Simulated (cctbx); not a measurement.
# What is wrong with this refinement?

Cell a = 7.2550 Å, b = 9.3380 Å, c = 6.5350 Å, α = 90.00°, β = 90.00°, γ = 90.00°; space group Pnma (no. 62). The compound is PrRuS3.

Simulated single-crystal data (cctbx): Ag Kα, λ = 0.56087 Å, to d = 0.75 Å, 80 % of the full sphere, strongest reflection 40000 counts, noise from counting, a 2 % proportional error and a noise floor of 8 counts (s.d.); no absorption.

An isotropic refinement with weights 1/σ² prints:

```text
Rint 0.022, 578 unique reflections to 0.75 A
cycle     R1     wR2    GooF  max shift (A)
   1  0.2458  0.5233  27.028   0.34425
  12  0.0111  0.0346   1.787   0.00610
final R1 0.0111 wR2 0.0346 GooF 1.788  parameters 15  data/parameter 38.5
atom        x        y        z      Ueq    occ   su(xyz)  su(Uiso or U11)
Pr1    0.08360  0.25000  0.97921   0.0156  1.000  0.00004  0.0001
Ru1    0.00000  0.00000  0.50000   0.0179  1.000  0.00000  0.0001
S1     0.70431  0.55075  0.31043   0.0217  1.000  0.00013  0.0002
S2     0.46624  0.25000  0.11305   0.0251  1.000  0.00019  0.0002
S3     0.25391  0.99905 -0.00487   1.0000  1.000  0.00903  0.0461
difference map: max 0.59 min -0.46 rms 0.18
Q1    0.0991  0.5211  0.7138    8    0.59  1.58 A from Ru1
Q2    0.0065  0.0471  0.7045    8    0.59  1.41 A from Ru1
Q3    0.0483  0.5298  0.1445    8    0.55  1.19 A from S1
Q4    0.0736  0.0418  0.3386    8    0.55  1.24 A from Ru1
Q5    0.0195  0.5313  0.0559    8    0.50  1.61 A from S1
Q6    0.0443  0.0537  0.0786    8    0.42  1.68 A from S1
```

Q: Accept it or mend it, and why?

Mend it. The fault: spurious atom: S3. Against the right model at the same level, R1 goes from 0.0081 to 0.0111 and GooF from 0.93 to 1.79 and S3 takes U = the program's ceiling. A site with no density behind it hides by a very large U or drifts. The fit had not settled when the cycles ran out.

The compound is PrRuS3. The right model at the same level gives:

```text
Rint 0.022, 578 unique reflections to 0.75 A
cycle     R1     wR2    GooF  max shift (A)
   1  0.1312  0.2997  15.422   0.07579
   2  0.0081  0.0180   0.927   0.00000
final R1 0.0081 wR2 0.0180 GooF 0.927  parameters 11  data/parameter 52.5
atom        x        y        z      Ueq    occ   su(xyz)  su(Uiso or U11)
Pr1    0.08360  0.25000  0.97921   0.0156  1.000  0.00002  0.0000
Ru1    0.00000  0.00000  0.50000   0.0179  1.000  0.00000  0.0001
S1     0.70434  0.55075  0.31046   0.0216  1.000  0.00007  0.0001
S2     0.46623  0.25000  0.11304   0.0251  1.000  0.00010  0.0001
difference map: max 0.30 min -0.36 rms 0.09
Q1    0.1730  0.6131  0.1255    8    0.32  0.75 A from S1
Q2    0.2535  0.1104  0.2801    8    0.31  1.66 A from S1
Q3    0.2029  0.2500  0.2644    4    0.30  1.89 A from S2
Q4    0.2110  0.2500  0.5745    4    0.30  2.10 A from S1
Q5    0.1360  0.7500  0.6131    4    0.30  0.74 A from S2
Q6    0.0784  0.0493  0.3499    8    0.29  1.22 A from Ru1
```

The model is made up (kin elements in a known structure type, no relaxation), so it says nothing on whether the phase exists.

[Middle refinement cycles are left out of these outputs.]

[Logs are printed without paths, hosts, clocks, repeated set-up lines and the standing remarks that a program may print on its own settings, such as how far it seeks lower states.]
